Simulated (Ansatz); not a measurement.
## Decaying states in the gap of Mg3CdTe4

Aim: relax a made-up compound, Mg3CdTe4, and see how good a tunnel barrier it would be. It is built by putting Te for S, Mg for Zn in the Zn3CdS4 structure of space group P-43m, with the volume rescaled by atomic radii. The parent structure comes from the Materials Project.

Main program and level: Ansatz 0.2.0; PBEsol DFT, plane waves, PAW files, in the first sound run; inputs show where later runs differ.

The structure was built from a prototype and need not be the compound's stable phase.

### 1. The structure

The structure is cubic, space group P-43m (No. 215). The conventional cell has a = 6.147 Å, b = 6.147 Å, c = 6.147 Å, α = 90.00°, β = 90.00°, γ = 90.00°. Mg has 4 Te at 2.62 Å nearest. Cd has 4 Te at 2.80 Å nearest. Nearest to Te lie 3 Mg at 2.62 Å and 1 Cd at 2.80 Å. It derives from Zn3CdS4. Te for S, Mg for Zn in the Zn3CdS4 structure of space group P-43m. Farther neighbours and most contacts between anions are not listed.

### 2. Cell and atoms at rest

The substituted atoms don't fit the parent's cell, so cell and atoms relax together. A small smearing keeps the run stable in case the gap closes on the way.

input.yaml

```yaml
crystal:
  lattice:
    - [6.1466655363, 0.0, 0.0]
    - [0.0, 6.1466655363, 0.0]
    - [0.0, 0.0, 6.1466655363]
  atoms:
    - { symbol: Mg, position: [0.0, 0.5, 0.5] }
    - { symbol: Mg, position: [0.5, 0.0, 0.5] }
    - { symbol: Mg, position: [0.5, 0.5, 0.0] }
    - { symbol: Cd, position: [0.0, 0.0, 0.0] }
    - { symbol: Te, position: [0.26268019, 0.26268019, 0.26268019] }
    - { symbol: Te, position: [0.73731981, 0.73731981, 0.26268019] }
    - { symbol: Te, position: [0.26268019, 0.73731981, 0.73731981] }
    - { symbol: Te, position: [0.73731981, 0.26268019, 0.73731981] }
kpoints:
  mp_grid: { grid: [4, 4, 4] }
scf:
  occupations: { method: gaussian, width: 0.03 }
hamiltonian:
  xc: pbesol
output:
  forces: true
  stress: true
relax:
  f_tol: 0.02
  max_steps: 60
  cell: {}
```

Run with:

```sh
$ ansatz run input.yaml --threads 2 --pin off --max-ram 4096MiB --backend cpu --events-out ev --progress --plain --runs-dir out
```

Numbers of over 12 decimals in the logs are rounded to 6 here.

The program printed:

```text
Engine: ansatz 0.2.0, x86_64-unknown-linux-gnu
Pseudopotentials: kind: paw
Pseudopotential: Mg, paw, valence charge 10, recommended cutoff 420 eV (normal), Mg.paw.azcp
Pseudopotential: Cd, paw, valence charge 20, recommended cutoff 420 eV (normal), Cd.paw.azcp
Pseudopotential: Te, paw, valence charge 16, recommended cutoff 420 eV (normal), Te.paw.azcp
Functional definition: PBEsol
  exchange = pbesol_x
  correlation = pbesol_c
Crystal: 8 atoms, lattice volume = 232.230 Å³
Basis set: ecut = 420 eV, 4553 PW (Γ), exchange–correlation on 90×90×90 points (8 copies of the dense FFT grid, shifted against one another)
Bands: 69, of which v1, the nominal top of the filled ones, is band 57 counted from 1 (56 counted from 0)
Symmetry: 24 space group operations
Space group: P-43m (ITA 215), of the structure as read, at distance tolerance 6.1e-5 Å
k-points: 10 of 64 (time reversal used)
Non-local potential: Mg, projectors of the file, l = 0: 3, l = 1: 2, l = 2: 1
Non-local potential: Cd, projectors of the file, l = 0: 3, l = 1: 2, l = 2: 2, l = 3: 1
Non-local potential: Te, projectors of the file, l = 0: 2, l = 1: 2, l = 2: 2, l = 3: 2
PAW form: soft (Blöchl's): semilocal exchange-correlation on the pseudo side does not see the compensation charge
PAW frozen core: Mg, regenerated for the run's functional, and the local potential with it (the file was generated under x = pbe(κ = 0.804, μ = 0.219515), c = pbe(β = 0.066725))
PAW frozen core: Cd, regenerated for the run's functional, and the local potential with it (the file was generated under x = pbe(κ = 0.804, μ = 0.219515), c = pbe(β = 0.066725))
PAW frozen core: Te, regenerated for the run's functional, and the local potential with it (the file was generated under x = pbe(κ = 0.804, μ = 0.219515), c = pbe(β = 0.066725))
PAW one-centre angular grid: Mg, 110 points (default); XC on 64 Gauss nodes
PAW one-centre angular grid: Cd, 590 points (default); XC on 64 Gauss nodes
PAW one-centre angular grid: Te, 590 points (default); XC on 64 Gauss nodes
Initial density: superposition of atomic densities (neutral atoms: chi_scale 0, normalization atom), corrected by the library's trained network
Initial wavefunctions: pseudopotential atomic-orbital guess
Functional: x = pbesol(κ = 0.804, μ = 0.123457), c = pbesol(β = 0.046)
SCF iter   1: F=—  HF=-41531.059293 eV  |F-HF|=—  |Δ(HF+E_count)|=         —  Δρ=2.86e-3  dr2=1.93e-2  ethr=1.77e-3  ⟨swp⟩=8.6  Hψ=2928  notcnv=0  defer=3
preconditioner: auto → Resta (q_TF=auto, 2.423 Å⁻¹)  ε∞=3.5  [insulator: Δε(μ)=1.977 eV  Ē_g=9.940 eV  σ=0.030 eV  W_gap=1.00  n_scr=56 (ndim 8)  ℏωp=15.8 eV  f_vac=0.092  D(μ)=0.00/eV (n_scr^D=0)  ε∞_Penn≈3.5]
SCF iter   2: F=—  HF=-41531.053040 eV  |F-HF|=—  |Δ(HF+E_count)|=   6.25e-3  Δρ=1.19e-3  dr2=4.49e-3  ethr=1.70e-5  ⟨swp⟩=2.8  Hψ=1647  notcnv=0  defer=64
SCF iter   3: F=—  HF=-41531.052545 eV  |F-HF|=—  |Δ(HF+E_count)|=   4.95e-4  Δρ=3.55e-4  dr2=4.54e-4  ethr=3.94e-6  ⟨swp⟩=2.2  Hψ=903  notcnv=0  defer=64
SCF iter   4: F=—  HF=-41531.052661 eV  |F-HF|=—  |Δ(HF+E_count)|=   1.16e-4  Δρ=1.14e-4  dr2=4.97e-5  ethr=3.99e-7  ⟨swp⟩=2.0  Hψ=799  notcnv=0  defer=64
SCF iter   5: F=—  HF=-41531.052671 eV  |F-HF|=—  |Δ(HF+E_count)|=   1.03e-5  Δρ=4.22e-5  dr2=4.15e-6  ethr=4.36e-8  ⟨swp⟩=2.0  Hψ=1155  notcnv=0  defer=64
SCF iter   6: F=—  HF=-41531.052675 eV  |F-HF|=—  |Δ(HF+E_count)|=   4.08e-6  Δρ=1.53e-5  dr2=5.13e-7  ethr=3.64e-9  ⟨swp⟩=2.0  Hψ=1195  notcnv=0  defer=64
SCF iter   7: F=-41531.052676 eV  HF=-41531.052676 eV  |F-HF|=2.08e-8  |Δ(HF+E_count)|=   5.85e-7  Δρ=3.13e-6  dr2=2.01e-8  ethr=8.77e-11  ⟨swp⟩=5.0  Hψ=2436  notcnv=0
SCF 1 converged in 7 iterations: F = -41531.052676 eV  dr2 = 2.01e-8
  greatest PAW one-centre occupation: 1.000 electrons in one spin orbital (limit 2), on the Cd atom at site 3 (counted from 0), in its partial waves of l = 0
relax step   1: F+E_penalty+E_count = -41531.05267571 eV  Δ(F+E_penalty+E_count) = +0.000e0 eV  max|allowed force component| = 5.070e-1 eV/Å  Δτ_max = 0.0000 Å  P = +7.295 GPa  Ω = 232.230 Å³  (7 SCF iters, dr2 threshold 1.00e-7 eV, accepted)
Crystal: 8 atoms, lattice volume = 267.886 Å³
Basis set: ecut = 420 eV, 5257 PW (Γ), exchange–correlation on 90×90×90 points (8 copies of the dense FFT grid, shifted against one another)
Initial density: handed on by an earlier stage of this run
Initial wavefunctions: those handed on with the density
iter 1 solved again at ethr=1.47e-4 eV; its pass at ethr=3.10e-3 eV (dr2=1.68e-1 eV) is discarded
SCF iter   1: F=—  HF=-41531.989127 eV  |F-HF|=—  |Δ(HF+E_count)|=         —  Δρ=6.17e-3  dr2=1.66e-1  ethr=1.47e-4  ⟨swp⟩=2.5  Hψ=4113  notcnv=0
preconditioner: auto → Resta (q_TF=auto, 2.366 Å⁻¹)  ε∞=3.4  [insulator: Δε(μ)=1.877 eV  Ē_g=9.560 eV  σ=0.030 eV  W_gap=1.00  n_scr=56 (ndim 8)  ℏωp=14.7 eV  f_vac=0.148  D(μ)=0.00/eV (n_scr^D=0)  ε∞_Penn≈3.4]
SCF iter   2: F=—  HF=-41531.953353 eV  |F-HF|=—  |Δ(HF+E_count)|=   3.58e-2  Δρ=3.43e-3  dr2=5.05e-2  ethr=1.46e-4  ⟨swp⟩=3.0  Hψ=920  notcnv=0
SCF iter   3: F=—  HF=-41531.946375 eV  |F-HF|=—  |Δ(HF+E_count)|=   6.98e-3  Δρ=6.40e-4  dr2=2.32e-3  ethr=4.43e-5  ⟨swp⟩=3.0  Hψ=1082  notcnv=0
SCF iter   4: F=—  HF=-41531.947415 eV  |F-HF|=—  |Δ(HF+E_count)|=   1.04e-3  Δρ=2.47e-4  dr2=2.09e-4  ethr=2.04e-6  ⟨swp⟩=2.2  Hψ=1066  notcnv=0
SCF iter   5: F=—  HF=-41531.947530 eV  |F-HF|=—  |Δ(HF+E_count)|=   1.14e-4  Δρ=1.22e-4  dr2=3.34e-5  ethr=1.84e-7  ⟨swp⟩=2.0  Hψ=1247  notcnv=0
SCF iter   6: F=—  HF=-41531.947544 eV  |F-HF|=—  |Δ(HF+E_count)|=   1.39e-5  Δρ=3.82e-5  dr2=3.54e-6  ethr=2.93e-8  ⟨swp⟩=2.0  Hψ=1260  notcnv=0
SCF iter   7: F=-41531.947549 eV  HF=-41531.947549 eV  |F-HF|=3.62e-7  |Δ(HF+E_count)|=   5.31e-6  Δρ=1.03e-5  dr2=3.25e-7  ethr=7.02e-10  ⟨swp⟩=5.0  Hψ=2237  notcnv=0
SCF 2 converged in 7 iterations: F = -41531.947549 eV  dr2 = 3.25e-7
relax step   2: F+E_penalty+E_count = -41531.94754917 eV  Δ(F+E_penalty+E_count) = -8.949e-1 eV  max|allowed force component| = 1.413e-1 eV/Å  Δτ_max = 0.1463 Å  P = +0.157 GPa  Ω = 267.886 Å³  energy of the carried Pulay correction = -4.368e-3 eV  (7 SCF iters, dr2 threshold 8.00e-7 eV, accepted)
Crystal: 8 atoms, lattice volume = 271.158 Å³
iter 1 solved again at ethr=6.15e-6 eV; its pass at ethr=3.10e-3 eV (dr2=7.01e-3 eV) is discarded
SCF iter   1: F=—  HF=-41531.953265 eV  |F-HF|=—  |Δ(HF+E_count)|=         —  Δρ=1.83e-3  dr2=7.23e-3  ethr=6.15e-6  ⟨swp⟩=3.0  Hψ=3475  notcnv=0
preconditioner: auto → Resta (q_TF=auto, 2.361 Å⁻¹)  ε∞=3.4  [insulator: Δε(μ)=1.752 eV  Ē_g=9.440 eV  σ=0.030 eV  W_gap=1.00  n_scr=56 (ndim 8)  ℏωp=14.6 eV  f_vac=0.130  D(μ)=0.00/eV (n_scr^D=0)  ε∞_Penn≈3.4]
SCF iter   2: F=—  HF=-41531.951774 eV  |F-HF|=—  |Δ(HF+E_count)|=   1.49e-3  Δρ=9.18e-4  dr2=1.73e-3  ethr=6.15e-6  ⟨swp⟩=2.7  Hψ=1171  notcnv=0
SCF iter   3: F=—  HF=-41531.951539 eV  |F-HF|=—  |Δ(HF+E_count)|=   2.36e-4  Δρ=2.26e-4  dr2=1.39e-4  ethr=1.51e-6  ⟨swp⟩=2.3  Hψ=1025  notcnv=0
SCF iter   4: F=—  HF=-41531.951582 eV  |F-HF|=—  |Δ(HF+E_count)|=   4.29e-5  Δρ=5.71e-5  dr2=8.84e-6  ethr=1.22e-7  ⟨swp⟩=2.0  Hψ=1220  notcnv=0
SCF iter   5: F=—  HF=-41531.951584 eV  |F-HF|=—  |Δ(HF+E_count)|=   2.85e-6  Δρ=2.10e-5  dr2=1.24e-6  ethr=7.75e-9  ⟨swp⟩=2.0  Hψ=1229  notcnv=0
SCF iter   6: F=-41531.951585 eV  HF=-41531.951585 eV  |F-HF|=7.30e-8  |Δ(HF+E_count)|=   8.28e-7  Δρ=3.90e-6  dr2=4.85e-8  ethr=7.02e-10  ⟨swp⟩=4.2  Hψ=2283  notcnv=0
SCF 3 converged in 6 iterations: F = -41531.951585 eV  dr2 = 4.85e-8
relax step   3: F+E_penalty+E_count = -41531.95158528 eV  Δ(F+E_penalty+E_count) = -4.036e-3 eV  max|allowed force component| = 9.616e-2 eV/Å  Δτ_max = 0.0540 Å  P = -0.400 GPa  Ω = 271.158 Å³  energy of the carried Pulay correction = -4.738e-3 eV  (6 SCF iters, dr2 threshold 8.00e-7 eV, accepted)
[...]
relax step   4: F+E_penalty+E_count = -41531.96337699 eV  Δ(F+E_penalty+E_count) = -1.179e-2 eV  max|allowed force component| = 4.279e-3 eV/Å  Δτ_max = 0.0219 Å  P = -0.052 GPa  Ω = 268.806 Å³  energy of the carried Pulay correction = -4.473e-3 eV  (5 SCF iters, dr2 threshold 5.78e-7 eV, accepted)
[...]
relax step   5: F+E_penalty+E_count = -41531.96348724 eV  Δ(F+E_penalty+E_count) = -1.103e-4 eV  max|allowed force component| = 7.636e-5 eV/Å  Δτ_max = 0.0009 Å  P = -0.004 GPa  Ω = 268.474 Å³  energy of the carried Pulay correction = -4.435e-3 eV  (5 SCF iters, dr2 threshold 6.78e-9 eV, accepted)
Initial wavefunctions: pseudopotential atomic-orbital guess (no wavefunctions were taken with the density)
iter 1 solved again at ethr=2.60e-7 eV; its pass at ethr=3.10e-3 eV (dr2=2.96e-4 eV) is discarded
SCF iter   1: F=—  HF=-41531.963614 eV  |F-HF|=—  |Δ(HF+E_count)|=         —  Δρ=3.42e-4  dr2=1.22e-5  ethr=2.60e-7  ⟨swp⟩=4.0  Hψ=4979  notcnv=0
preconditioner: auto → Resta (q_TF=auto, 2.365 Å⁻¹)  ε∞=3.4  [insulator: Δε(μ)=1.813 eV  Ē_g=9.477 eV  σ=0.030 eV  W_gap=1.00  n_scr=56 (ndim 8)  ℏωp=14.7 eV  f_vac=0.124  D(μ)=0.00/eV (n_scr^D=0)  ε∞_Penn≈3.4]
SCF iter   2: F=—  HF=-41531.966462 eV  |F-HF|=—  |Δ(HF+E_count)|=   2.85e-3  Δρ=1.72e-4  dr2=2.76e-6  ethr=1.07e-8  ⟨swp⟩=2.0  Hψ=1092  notcnv=0
SCF iter   3: F=—  HF=-41531.967312 eV  |F-HF|=—  |Δ(HF+E_count)|=   8.50e-4  Δρ=2.51e-5  dr2=1.19e-7  ethr=2.42e-9  ⟨swp⟩=2.7  Hψ=1163  notcnv=0
SCF iter   4: F=—  HF=-41531.967329 eV  |F-HF|=—  |Δ(HF+E_count)|=   1.73e-5  Δρ=2.79e-6  dr2=1.34e-8  ethr=1.04e-10  ⟨swp⟩=2.0  Hψ=1260  notcnv=0
SCF iter   5: F=—  HF=-41531.967329 eV  |F-HF|=—  |Δ(HF+E_count)|=   6.28e-8  Δρ=8.91e-7  dr2=1.87e-9  ethr=1.18e-11  ⟨swp⟩=2.0  Hψ=1249  notcnv=0
SCF iter   6: F=—  HF=-41531.967330 eV  |F-HF|=—  |Δ(HF+E_count)|=   1.80e-8  Δρ=1.94e-7  dr2=1.14e-10  ethr=1.64e-12  ⟨swp⟩=2.0  Hψ=900  notcnv=0
SCF iter   7: F=-41531.967330 eV  HF=-41531.967330 eV  |F-HF|=0.00e0  |Δ(HF+E_count)|=  2.18e-10  Δρ=5.91e-8  dr2=9.59e-12  ethr=1.00e-12  ⟨swp⟩=4.3  Hψ=2284  notcnv=0
SCF 6 converged in 7 iterations: F = -41531.967330 eV  dr2 = 9.59e-12
relax step   6: F+E_penalty+E_count = -41531.96732950 eV  Δ(F+E_penalty+E_count) = -3.842e-3 eV  max|allowed force component| = 9.657e-5 eV/Å  Δτ_max = 0.0000 Å  P = -0.006 GPa  Ω = 268.474 Å³  stress off target by 6.10e-3 GPa  SCF on the basis re-selected at this cell (its energy is not comparable with the rows above)  (7 SCF iters)
basis re-selected at this cell: Δ(F+E_penalty+E_count) = -3.842e-3 eV, ΔP = -0.002 GPa vs the last step (what re-selecting the basis moved, of the pressure what is left beyond the Pulay correction that the steps carried, after the strain that the cell walked since its last selection, with what the two solves' SCF thresholds leave and, on support functions, any second-order correction that the steps lacked; it is no m [...]
SCF converged after 7 iterations
Free energy (F): -41531.967330 eV
Harris-Foulkes:  -41531.967330 eV  (|F-HF|=0.00e0)
Internal energy: -41531.967330 eV  (E = F + TS)
E sigma→0 (E₀):  -41531.967330 eV
Fermi energy:    5.961830 eV
--- Per-component energies (eV) ---
  E_band       = -2808.971156
  E_kinetic    = 1456.226820
  E_local      = -15644.767529  (includes V_loc(G=0)·N_el)
  E_nonlocal   = -904.117442
  E_hartree    = 7589.766103
  E_xc         = -754.529919
  E_vxc        = -748.918173  (∫ρ·V_xc dr)
  E_paw        = -23199.748462  (= ΣΔE_a)
  E_vpaw       = -2146.926633  (= ΣTr[D̂ρ^β])
  E_aug_tail   = -0.000753  (compensation charges beyond the density's cutoff)
  E_ewald      = -10076.813955
  E_core_change = 2.017807  (= ΣΔE_core)
  E_smearing   = -0.000000  (= −TS)
  E_closure    = -0.000000  (closes the sum)
  Σ components = -41531.967330   (vs F -41531.967330, Δ=0.00e0)
--- Forces (eV/Å), atoms counted from 1 ---
  atom   1  Mg    -0.00000000    -0.00000000     0.00000000
  atom   2  Mg    -0.00000000     0.00000000     0.00000000
  atom   3  Mg    -0.00000000     0.00000000     0.00000000
  atom   4  Cd    -0.00000000     0.00000000     0.00000000
  atom   5  Te     0.00009657     0.00009657     0.00009657
  atom   6  Te    -0.00009657    -0.00009657     0.00009657
  atom   7  Te     0.00009657    -0.00009657    -0.00009657
  atom   8  Te    -0.00009657     0.00009657    -0.00009657
  max |Σ_I F_I| component: 6.86e-17 eV/Å
--- Stress (GPa, compression-positive) ---
       -0.006104      -0.000000       0.000000
       -0.000000      -0.006104      -0.000000
        0.000000      -0.000000      -0.006104
  P = ⅓ Tr σ = -0.0061 GPa (-0.061 kbar)
--- Relaxed structure (5 steps of the walk, 5 accepted, 1 SCFs on fresh bases) ---
  F+E_penalty+E_count = -41531.96732950 eV   max|allowed force component| = 9.657e-5 eV/Å   (the final SCF, on the basis selected at the relaxed cell)
  cell:  # Å, volume = 268.4741 Å³
    - [6.451105, 0, 0]
    - [0, 6.451105, 0]
    - [0, 0, 6.451105]
  atoms:
    - { symbol: Mg, position: [0, 0.5, 0.5] }
    - { symbol: Mg, position: [0.5, 3.8805507886865045e-19, 0.5] }
    - { symbol: Mg, position: [0.5, 0.5, 3.924647956739756e-19] }
    - { symbol: Cd, position: [0, 3.8805507886864997e-19, 3.924647956739757e-19] }
    - { symbol: Te, position: [0.251868, 0.251868, 0.251868] }
    - { symbol: Te, position: [0.748132, 0.748132, 0.251868] }
    - { symbol: Te, position: [0.251868, 0.748132, 0.748132] }
    - { symbol: Te, position: [0.748132, 0.251868, 0.748132] }
```

Wall time 9.1 s (2 threads of AMD EPYC 9R45, shared host); peak memory 0.63 GiB; 18 s of CPU time.

Step by step:

| step | energy less that of the first step (eV) | largest force component (eV/Å) | pressure (GPa) | volume (Å³) |
| --- | --- | --- | --- | --- |
| 1 | 0.0000 | 0.5070 | 7.29 | 232.23 |
| 2 | -0.8949 | 0.1413 | 0.16 | 267.89 |
| 3 | -0.8989 | 0.0962 | -0.40 | 271.16 |
| 4 | -0.9107 | 0.0043 | -0.05 | 268.81 |
| 5 | -0.9108 | 0.0001 | 0.00 | 268.47 |
| 6* | -0.9147 | 0.0001 | -0.01 | 268.47 |

Relaxation steps marked * repeat the geometry before them on a plane-wave basis chosen anew for their cell, so energy and pressure can jump there.

Forces are held to the 24 operations that the run works with; a distortion that breaks them can't arise in this run.

| conventional cell, symmetrised | before | after | change |
| --- | --- | --- | --- |
| a (Å) | 6.147 | 6.451 | +5.0 % |
| b (Å) | 6.147 | 6.451 | +5.0 % |
| c (Å) | 6.147 | 6.451 | +5.0 % |
| volume (Å³/atom) | 29.03 | 33.56 | +15.6 % |

The atoms that moved most (Å, as changes of fractional coordinates times the final cell):

| atom | dx | dy | dz | length |
| --- | --- | --- | --- | --- |
| Te5 | -0.070 | -0.070 | -0.070 | 0.121 |
| Te6 | 0.070 | 0.070 | -0.070 | 0.121 |
| Te8 | 0.070 | -0.070 | 0.070 | 0.121 |
| Te7 | -0.070 | 0.070 | 0.070 | 0.121 |

Numbers from this step:

| Item | Value |
| --- | --- |
| free energy | -41531.9673 eV |
| Fermi energy | 5.962 eV |
| pressure | -0.006104 GPa |

The largest force component on a free atom ends at 9.7e-5 eV/Å.

(Part 1 of 3 ends here.)

[Logs are printed without paths, hosts, clocks, repeated set-up lines and the standing remarks that a program may print on its own settings, such as how far it seeks lower states.]

[Hosts, paths, dates, database ids (printed as entryN), source tags and the programs' standing remarks are cut or masked in the printed files.]
